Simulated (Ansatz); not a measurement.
# Phonons of TiSi2 (Cmcm) against volume, part 2 of 3

Aim: how do the optical modes of TiSi2 (Cmcm) move with volume?

Ansatz 0.2.0; DFT PBEsol, scalar-relativistic, plane waves, PAW; PAW set soft_1.

So far. Step 3 (Tight relaxation): The largest force component left is 0.52 meV/Å and the pressure is 0.001 GPa, within the tolerances set. The cell now holds 13.91 Å³/atom.

## (4) Modes at rest

Phonons follow from the second derivative of the energy, found here by linear response.

The modes at rest are the reference of the series.

input.yaml reads:

```yaml
crystal:
  lattice:
    - [1.757654449, -6.6736832731, 0.0]
    - [1.757654449, 6.6736832731, 0.0]
    - [0.0, 0.0, 3.556439029]
  atoms:
    - { symbol: Si, position: [0.56003984, 0.43996016, 0.75] }
    - { symbol: Si, position: [0.43996016, 0.56003984, 0.25] }
    - { symbol: Si, position: [0.2496421621, 0.7503578379, 0.75] }
    - { symbol: Si, position: [0.7503578379, 0.2496421621, 0.25] }
    - { symbol: Ti, position: [0.8975314838, 0.1024685162, 0.75] }
    - { symbol: Ti, position: [0.1024685162, 0.8975314838, 0.25] }
kpoints:
  mp_grid: { grid: [12, 12, 12] }
hamiltonian:
  xc: pbesol
  pseudopotentials: { kind: paw, azcp: { folder: soft_1 }, xc_functional: pbe }
scf:
  occupations: { method: methfessel_paxton, width: 0.2 }
output:
  eigenvalues: true
phonons:
  method: dfpt
```

Started as:

```sh
$ ansatz run input.yaml --threads 8 --pin off --max-ram 16384MiB --backend cpu --events-out ev --progress --plain --runs-dir out
```

Numbers of over 12 decimals in the logs are rounded to 6 here.

The log of the run:

```text
zone centre: on kpoints.mp_grid the ground state, and the responses unless they are solved on pairs of k-points, stand on 301 of the mesh's 1728 k-points, reduced under 4 symmetry operations, with k and −k counted as one. Each operation leaves every solved displacement unchanged or reverses it
[...]
Crystal: 6 atoms, lattice volume = 83.434 Å³
Basis set: ecut = 420 eV, 1625 PW (Γ), exchange–correlation on 96×96×48 points (8 copies of the dense FFT grid, shifted against one another)
Bands: 26, of which v1, the nominal top of the filled ones, is band 20 counted from 1 (19 counted from 0)
Symmetry: 8 space group operations
k-points: 301 of 1728 (irreducible under 4 space group operations, time reversal used)
[...]
SCF iter   1: F=—  HF=-7438.477087 eV  |F-HF|=—  |Δ(HF+E_count)|=         —  Δρ=3.73e-2  dr2=2.64e0  ethr=3.10e-3  ⟨swp⟩=6.0  Hψ=35404  notcnv=0
[...]
SCF iter  10: F=-7437.810217 eV  HF=-7437.810217 eV  |F-HF|=9.09e-13  |Δ(HF+E_count)|=  3.82e-11  S|Δr|=    0.00e0  Δρ=5.28e-8  dr2=3.37e-12  ethr=1.00e-12  ⟨swp⟩=6.6  Hψ=37617  notcnv=0
SCF 1 converged in 10 iterations: F = -7437.810217 eV  dr2 = 3.37e-12
[...]
DFPT response loops at Γ: preconditioner auto → Kerker (q_TF=auto, 2.414 Å⁻¹) (partly filled bands, converged f_vac=0.000); β = 1.00, the filter's whole step (`scf.mixing.beta` (0.50) is not read by the response loops under this deck's `scf.mixing.preconditioner`; to damp them name `kerker` or `kerker_dos`, under which they read `scf.mixing.beta`, and type it under 1.00, their step now; both keys bind the ground state too); Broyden in place of MSR1
SCF converged after 10 iterations
[...]
Free energy (F): -7437.810217 eV
[...]
Internal energy: -7437.810114 eV  (E = F + TS)
E sigma→0 (E₀):  -7437.810191 eV
Entropy (-TS):   -0.000103 eV (-0.017 meV/atom)
Fermi energy:    13.127893 eV
[...]
--- Band table (eV; the first three rows and the last of 301) ---
  k-point 0: bands = [... 16 lower, 10.9296, 11.0897, 11.1110, 13.5769, 13.9417, 13.9535, 14.0262, 14.4571, ... 2 higher]
  k-point 1: bands = [... 16 lower, 10.9611, 11.0767, 11.3666, 13.4011, 13.7123, 13.9025, 14.2316, 14.7315, ... 2 higher]
  k-point 2: bands = [... 16 lower, 11.0604, 11.1887, 11.9518, 13.0446, 13.4591, 13.6663, 14.6591, 14.8303, ... 2 higher]
  k-point 300: bands = [... 16 lower, 11.0200, 11.0200, 12.2392, 12.2392, 13.6825, 13.6825, 14.8067, 14.8067, ... 2 higher]
--- Phonons (Γ-DFPT): 9 representative perturbations + reference, on 301 of 1728 k-points (Σ response iterations 27) ---
  k mesh reduced under 4 symmetry operations, with k and −k counted as one. Each operation leaves every solved displacement unchanged or reverses it
  ASR residual: 3.233e-5 → 0.000e0 eV/Å²; symmetrization residual: 2.563e-6 eV/Å²
  ASR residual per site (eV/Å²): 1.50e-5 1.50e-5 2.30e-5 2.30e-5 3.23e-5 3.23e-5
  Γ frequencies (cm⁻¹): 0.00 0.00 0.00 197.58 202.93 203.56 229.49 233.89 275.74 313.65 348.60 350.17 353.40 360.22 362.18 379.43 397.84 465.90
  non-analytic LO–TO correction: not included (Born effective charges unavailable; polar crystals: no LO–TO splitting at Γ)
```

Run time: 82 s. Hardware: 8 threads of Arm Neoverse V2, shared host; peak memory 2.5 GiB.

In the SCF lines HF is the Harris–Foulkes energy and dr2 the Hartree energy of the density residual, in eV; the loop may stop once dr2 is under the threshold and the program's other checks hold. Hψ counts applications of the Hamiltonian.

This step gave:

- sum-rule residual before enforcement: 3.23e-5 eV/Å²
- point group: mmm
- highest optical mode at the zone centre (no LO-TO term): 465.9 cm⁻¹
- lowest optical zone-centre mode: 197.6 cm⁻¹

Patterns of degenerate modes are one choice out of their space. The modes at Γ (shares of kinetic energy by element, %):

```csv
mode,frequency (cm⁻¹),symmetry,Si %,Ti %
1,0.0,acoustic,54,46
2,0.0,acoustic,54,46
3,0.0,acoustic,54,46
4,197.6,B1g,41,59
5,202.9,B1u,90,10
6,203.6,B3u,90,10
7,229.5,B2u,78,22
8,233.9,B3g,14,86
9,275.7,Ag,100,0
10,313.6,Ag,2,98
11,348.6,Ag,98,2
12,350.2,B2u,68,32
13,353.4,B1g,87,13
14,360.2,B3g,99,1
15,362.2,B1g,72,28
16,379.4,B1u,56,44
17,397.8,B3u,56,44
18,465.9,B3g,86,14
```

Displacements in mode 4 (197.6 cm⁻¹), the largest set to 1:
```
Si1  1.00  0.00  0.00
Si2 -1.00  0.00  0.00
Si3 -0.13  0.00  0.00
Si4  0.13  0.00  0.00
Ti5 -0.93  0.00  0.00
Ti6  0.93  0.00  0.00
```

Displacements in mode 7 (229.5 cm⁻¹), the largest set to 1:
```
Si1  0.00  1.00  0.00
Si2  0.00  1.00  0.00
Si3  0.00 -0.28  0.00
Si4  0.00 -0.28  0.00
Ti5  0.00 -0.42  0.00
Ti6  0.00 -0.42  0.00
```

Before it was imposed, the acoustic sum rule was missed by 3.2e-5 eV/Å². Small misses are needed for a sound result but don't prove that mesh and cutoff are converged. The lowest optical mode is real, 198 cm⁻¹.

## (5) Relaxation of a member: 1.06 times the volume at rest

The cell is set to 1.06 times the volume at rest, and shape and atoms relax at that volume.

input.yaml, the sections that differ from step 4:

```yaml
crystal:
  lattice:
    - [1.7877858088, -6.8482116119, 0.0]
    - [1.7877858088, 6.8482116119, 0.0]
    - [0.0, 0.0, 3.6118330275]
  atoms:
    - { symbol: Si, position: [0.5590590661, 0.4409409339, 0.75] }
    - { symbol: Si, position: [0.4409409339, 0.5590590661, 0.25] }
    - { symbol: Si, position: [0.2497759065, 0.7502240935, 0.75] }
    - { symbol: Si, position: [0.7502240935, 0.2497759065, 0.25] }
    - { symbol: Ti, position: [0.896676307, 0.103323693, 0.75] }
    - { symbol: Ti, position: [0.103323693, 0.896676307, 0.25] }
output:
  forces: true
  stress: true
  eigenvalues: true
relax:
  adjacent_minimum: "off"
  f_tol: 0.001
  max_steps: 60
  cell: { stress_tol: 0.01, fix: [volume] }
# kpoints, hamiltonian, scf: as in step 4
# phonons: removed
```

The log of the run:

```text
[...]
Crystal: 6 atoms, lattice volume = 88.440 Å³
Basis set: ecut = 420 eV, 1723 PW (Γ), exchange–correlation on 96×96×50 points (8 copies of the dense FFT grid, shifted against one another)
Bands: 26, of which v1, the nominal top of the filled ones, is band 20 counted from 1 (19 counted from 0)
Symmetry: 8 space group operations
[...]
k-points: 301 of 1728
[...]
cell:  # Å, volume = 88.4403 Å³
    - [1.785748, -6.870329, 0.0]
    - [1.785748, 6.870329, 0.0]
    - [0.0, 0.0, 3.604315]
  atoms:
    - { symbol: Si, position: [0.558594, 0.441406, 0.750000] }
    - { symbol: Si, position: [0.441406, 0.558594, 0.250000] }
    - { symbol: Si, position: [0.249838, 0.750162, 0.750000] }
    - { symbol: Si, position: [0.750162, 0.249838, 0.250000] }
    - { symbol: Ti, position: [0.896230, 0.103770, 0.750000] }
    - { symbol: Ti, position: [0.103770, 0.896230, 0.250000] }
[key lines of the parts left out:]
SCF converged after 5 iterations
Free energy (F): -7437.694060 eV
Fermi energy:    12.240682 eV
P = ⅓ Tr σ = -7.0625 GPa (-70.625 kbar)
```

Elapsed: 34 s, on 8 threads; peak memory 0.9 GiB; 4.3 min of CPU time.

The steps of the relaxation:

```csv
step,energy less that of the first step (eV),largest force component (eV/Å),pressure (GPa),volume (Å³)
1,0.0000,0.0512,-7.28,88.44
2,-0.0010,0.0312,-7.05,88.44
3,-0.0011,0.0144,-7.07,88.44
4,-0.0011,0.0108,-7.06,88.44
5,-0.0012,0.0028,-7.06,88.44
6,-0.0012,0.0008,-7.06,88.44
7,-0.0012,0.0001,-7.06,88.44
8*,-0.0012,0.0001,-7.06,88.44
```

Relaxation steps marked * repeat the geometry before them on a plane-wave basis chosen anew for their cell, so energy and pressure can jump there. Relaxation step 4 was tried and not accepted.

The run keeps the 8 symmetry operations that it works with, so distortions that break them were not tested.

```csv
"conventional cell, symmetrised",before,after,change
a (Å),3.576,3.571,-0.1 %
b (Å),13.696,13.741,+0.3 %
c (Å),3.612,3.604,-0.2 %
volume (Å³/atom),14.74,14.74,+0.0 %
```

Final coordinates:

```xyz
6
Lattice="1.7857 -6.8703 0.0000 1.7857 6.8703 0.0000 0.0000 0.0000 3.6043" Properties=species:S:1:pos:R:3 pbc="T T T"
Si    1.7857   -0.8051    2.7032
Si    1.7857    0.8051    0.9011
Si    1.7857    3.4374    2.7032
Si    1.7857   -3.4374    0.9011
Ti    1.7857   -5.4445    2.7032
Ti    1.7857    5.4445    0.9011
```

This step gave:

* pressure: -7.062 GPa
* volume per atom: 14.74 Å³

The largest force component left is 0.056 meV/Å, at a pressure of -7.06 GPa.

## (6) Modes of this member: 1.06 times the volume at rest

The zone-centre modes follow for 1.06 times the volume at rest.

input.yaml, the sections that differ from step 5:

```yaml
crystal:
  lattice:
    - [1.7857476493, -6.8703292453, 0.0]
    - [1.7857476493, 6.8703292453, 0.0]
    - [0.0, 0.0, 3.60431455]
  atoms:
    - { symbol: Si, position: [0.5585936932, 0.4414063068, 0.75] }
    - { symbol: Si, position: [0.4414063068, 0.5585936932, 0.25] }
    - { symbol: Si, position: [0.2498380606, 0.7501619394, 0.75] }
    - { symbol: Si, position: [0.7501619394, 0.2498380606, 0.25] }
    - { symbol: Ti, position: [0.8962304261, 0.1037695739, 0.75] }
    - { symbol: Ti, position: [0.1037695739, 0.8962304261, 0.25] }
output:
  eigenvalues: true
phonons:
  method: dfpt
# kpoints, hamiltonian, scf: as in step 5
# relax: removed
```

The log of the run:

```text
[...]
Crystal: 6 atoms, lattice volume = 88.440 Å³
Basis set: ecut = 420 eV, 1723 PW (Γ), exchange–correlation on 96×96×60 points (8 copies of the dense FFT grid, shifted against one another)
Bands: 26, of which v1, the nominal top of the filled ones, is band 20 counted from 1 (19 counted from 0)
Symmetry: 8 space group operations
k-points: 301 of 1728 (irreducible under 4 space group operations, time reversal used)
[...]
SCF iter   1: F=—  HF=-7438.264116 eV  |F-HF|=—  |Δ(HF+E_count)|=         —  Δρ=3.47e-2  dr2=2.20e0  ethr=3.10e-3  ⟨swp⟩=5.9  Hψ=34938  notcnv=0
[...]
SCF iter  11: F=-7437.694060 eV  HF=-7437.694060 eV  |F-HF|=9.09e-13  |Δ(HF+E_count)|=    0.00e0  S|Δr|=    0.00e0  Δρ=2.02e-8  dr2=4.84e-13  ethr=1.00e-12  ⟨swp⟩=7.0  Hψ=31331  notcnv=0
[...]
SCF 1 converged in 11 iterations: F = -7437.694060 eV  dr2 = 4.84e-13
[...]
SCF converged after 11 iterations
[...]
Free energy (F): -7437.694060 eV
[...]
Internal energy: -7437.694969 eV  (E = F + TS)
E sigma→0 (E₀):  -7437.694287 eV
Entropy (-TS):   0.000909 eV (0.151 meV/atom)
Fermi energy:    12.240682 eV
[...]
--- Band table (eV; the first three rows and the last of 301) ---
  k-point 0: bands = [... 16 lower, 10.1701, 10.1724, 10.2621, 12.7363, 12.8466, 13.0476, 13.1071, 13.5799, ... 2 higher]
  k-point 1: bands = [... 16 lower, 10.1849, 10.2558, 10.4839, 12.5575, 12.8377, 12.9870, 13.1282, 13.8348, ... 2 higher]
  k-point 2: bands = [... 16 lower, 10.2504, 10.3333, 11.1204, 12.1991, 12.5986, 12.7424, 13.5652, 13.8646, ... 2 higher]
  k-point 300: bands = [... 16 lower, 10.3099, 10.3099, 11.4259, 11.4259, 12.6361, 12.6361, 13.8378, 13.8378, ... 2 higher]
[...]
ASR residual: 1.626e-5 → 0.000e0 eV/Å²; symmetrization residual: 4.158e-6 eV/Å²
  ASR residual per site (eV/Å²): 1.63e-5 1.63e-5 1.52e-5 1.52e-5 3.33e-6 3.33e-6
[...]
```

It took 91 s on 8 threads; peak memory 2.6 GiB; 11 min of CPU time.

Numbers from this step:

| Item | Value |
| --- | --- |
| sum-rule residual before enforcement | 1.63e-5 eV/Å² |
| highest optical mode at the zone centre (no LO-TO term) | 435.7 cm⁻¹ |
| lowest optical zone-centre mode | 178.0 cm⁻¹ |

Patterns of degenerate modes are one choice out of their space. The modes at Γ (shares of kinetic energy by element, %):

```csv
mode,frequency (cm⁻¹),symmetry,Si %,Ti %
1,0.0,acoustic,54,46
2,0.0,acoustic,54,46
3,0.0,acoustic,54,46
4,178.0,B1g,39,61
5,187.2,B3u,90,10
6,187.8,B1u,90,10
7,210.2,B2u,78,22
8,211.7,B3g,12,88
9,258.0,Ag,100,0
10,281.9,Ag,0,100
11,319.2,B2u,68,32
12,320.3,B1g,100,0
13,324.2,B3g,100,0
14,326.9,Ag,100,0
15,327.8,B1g,61,39
16,346.9,B1u,56,44
17,356.9,B3u,56,44
18,435.7,B3g,89,11
```

The lowest optical mode is real, 178 cm⁻¹, and the highest lies at 435.7 cm⁻¹.

Between step 4 and this run (volume ratio 1.06) the value for the highest optical mode at the zone centre (no LO-TO term) moves from 466 cm⁻¹ to 436 cm⁻¹ (-6 %).

## (7) Relaxation of a member: 0.9 times the volume at rest

The cell is set to 0.9 times the volume at rest, and shape and atoms relax at that volume.

input.yaml, the sections that differ from step 6:

```yaml
crystal:
  lattice:
    - [1.7056115695, -6.367093083, 0.0]
    - [1.7056115695, 6.367093083, 0.0]
    - [0.0, 0.0, 3.4572886001]
  atoms:
    - { symbol: Si, position: [0.5621637726, 0.4378362274, 0.75] }
    - { symbol: Si, position: [0.4378362274, 0.5621637726, 0.25] }
    - { symbol: Si, position: [0.2493959457, 0.7506040543, 0.75] }
    - { symbol: Si, position: [0.7506040543, 0.2493959457, 0.25] }
    - { symbol: Ti, position: [0.8990995456, 0.1009004544, 0.75] }
    - { symbol: Ti, position: [0.1009004544, 0.8990995456, 0.25] }
output:
  forces: true
  stress: true
  eigenvalues: true
relax:
  adjacent_minimum: "off"
  f_tol: 0.001
  max_steps: 60
  cell: { stress_tol: 0.01, fix: [volume] }
# kpoints, hamiltonian, scf: as in step 6
# phonons: removed
```

The log of the run:

```text
[...]
Crystal: 6 atoms, lattice volume = 75.091 Å³
Basis set: ecut = 420 eV, 1455 PW (Γ), exchange–correlation on 90×90×48 points (8 copies of the dense FFT grid, shifted against one another)
Bands: 26, of which v1, the nominal top of the filled ones, is band 20 counted from 1 (19 counted from 0)
Symmetry: 8 space group operations
[...]
k-points: 301 of 1728
[...]
cell:  # Å, volume = 75.0908 Å³
    - [1.707892, -6.349653, 0.0]
    - [1.707892, 6.349653, 0.0]
    - [0.0, 0.0, 3.462156]
  atoms:
    - { symbol: Si, position: [0.562720, 0.437280, 0.75] }
    - { symbol: Si, position: [0.437280, 0.562720, 0.25] }
    - { symbol: Si, position: [0.249357, 0.750643, 0.75] }
    - { symbol: Si, position: [0.750643, 0.249357, 0.25] }
    - { symbol: Ti, position: [0.899460, 0.100540, 0.75] }
    - { symbol: Ti, position: [0.100540, 0.899460, 0.25] }
[key lines of the parts left out:]
SCF converged after 5 iterations
Free energy (F): -7437.379063 eV
Fermi energy:    14.820831 eV
P = ⅓ Tr σ = 18.1789 GPa (181.789 kbar)
```

Elapsed: 21 s, on 8 threads; peak memory 0.81 GiB; 2.6 min of CPU time.

The steps of the relaxation:

```csv
step,energy less that of the first step (eV),largest force component (eV/Å),pressure (GPa),volume (Å³)
1,0.0000,0.0804,18.44,75.09
2,-0.0012,0.0523,18.22,75.09
3,-0.0013,0.0189,18.19,75.09
4,-0.0013,0.0010,18.18,75.09
5,-0.0013,0.0002,18.18,75.09
6*,-0.0013,0.0002,18.18,75.09
```

Relaxation steps marked * repeat the geometry before them on a plane-wave basis chosen anew for their cell, so energy and pressure can jump there.

Forces are held to the 8 operations that the run works with; a distortion that breaks them can't arise in this run.

```csv
"conventional cell, symmetrised",before,after,change
a (Å),3.411,3.416,+0.1 %
b (Å),12.734,12.699,-0.3 %
c (Å),3.457,3.462,+0.1 %
volume (Å³/atom),12.52,12.52,+0.0 %
```

This step gave:

| Quantity | Value |
| --- | --- |
| pressure | 18.18 GPa |
| volume per atom | 12.52 Å³ |

The largest force component left is 0.21 meV/Å, at a pressure of 18.18 GPa.

(Continued in part 3 of 3.)

[Logs are printed without paths, hosts, clocks, repeated set-up lines and the standing remarks that a program may print on its own settings, such as how far it seeks lower states.]

[Hosts, paths, dates, database ids (printed as entryN), source tags and the programs' standing remarks are cut or masked in the printed files.]
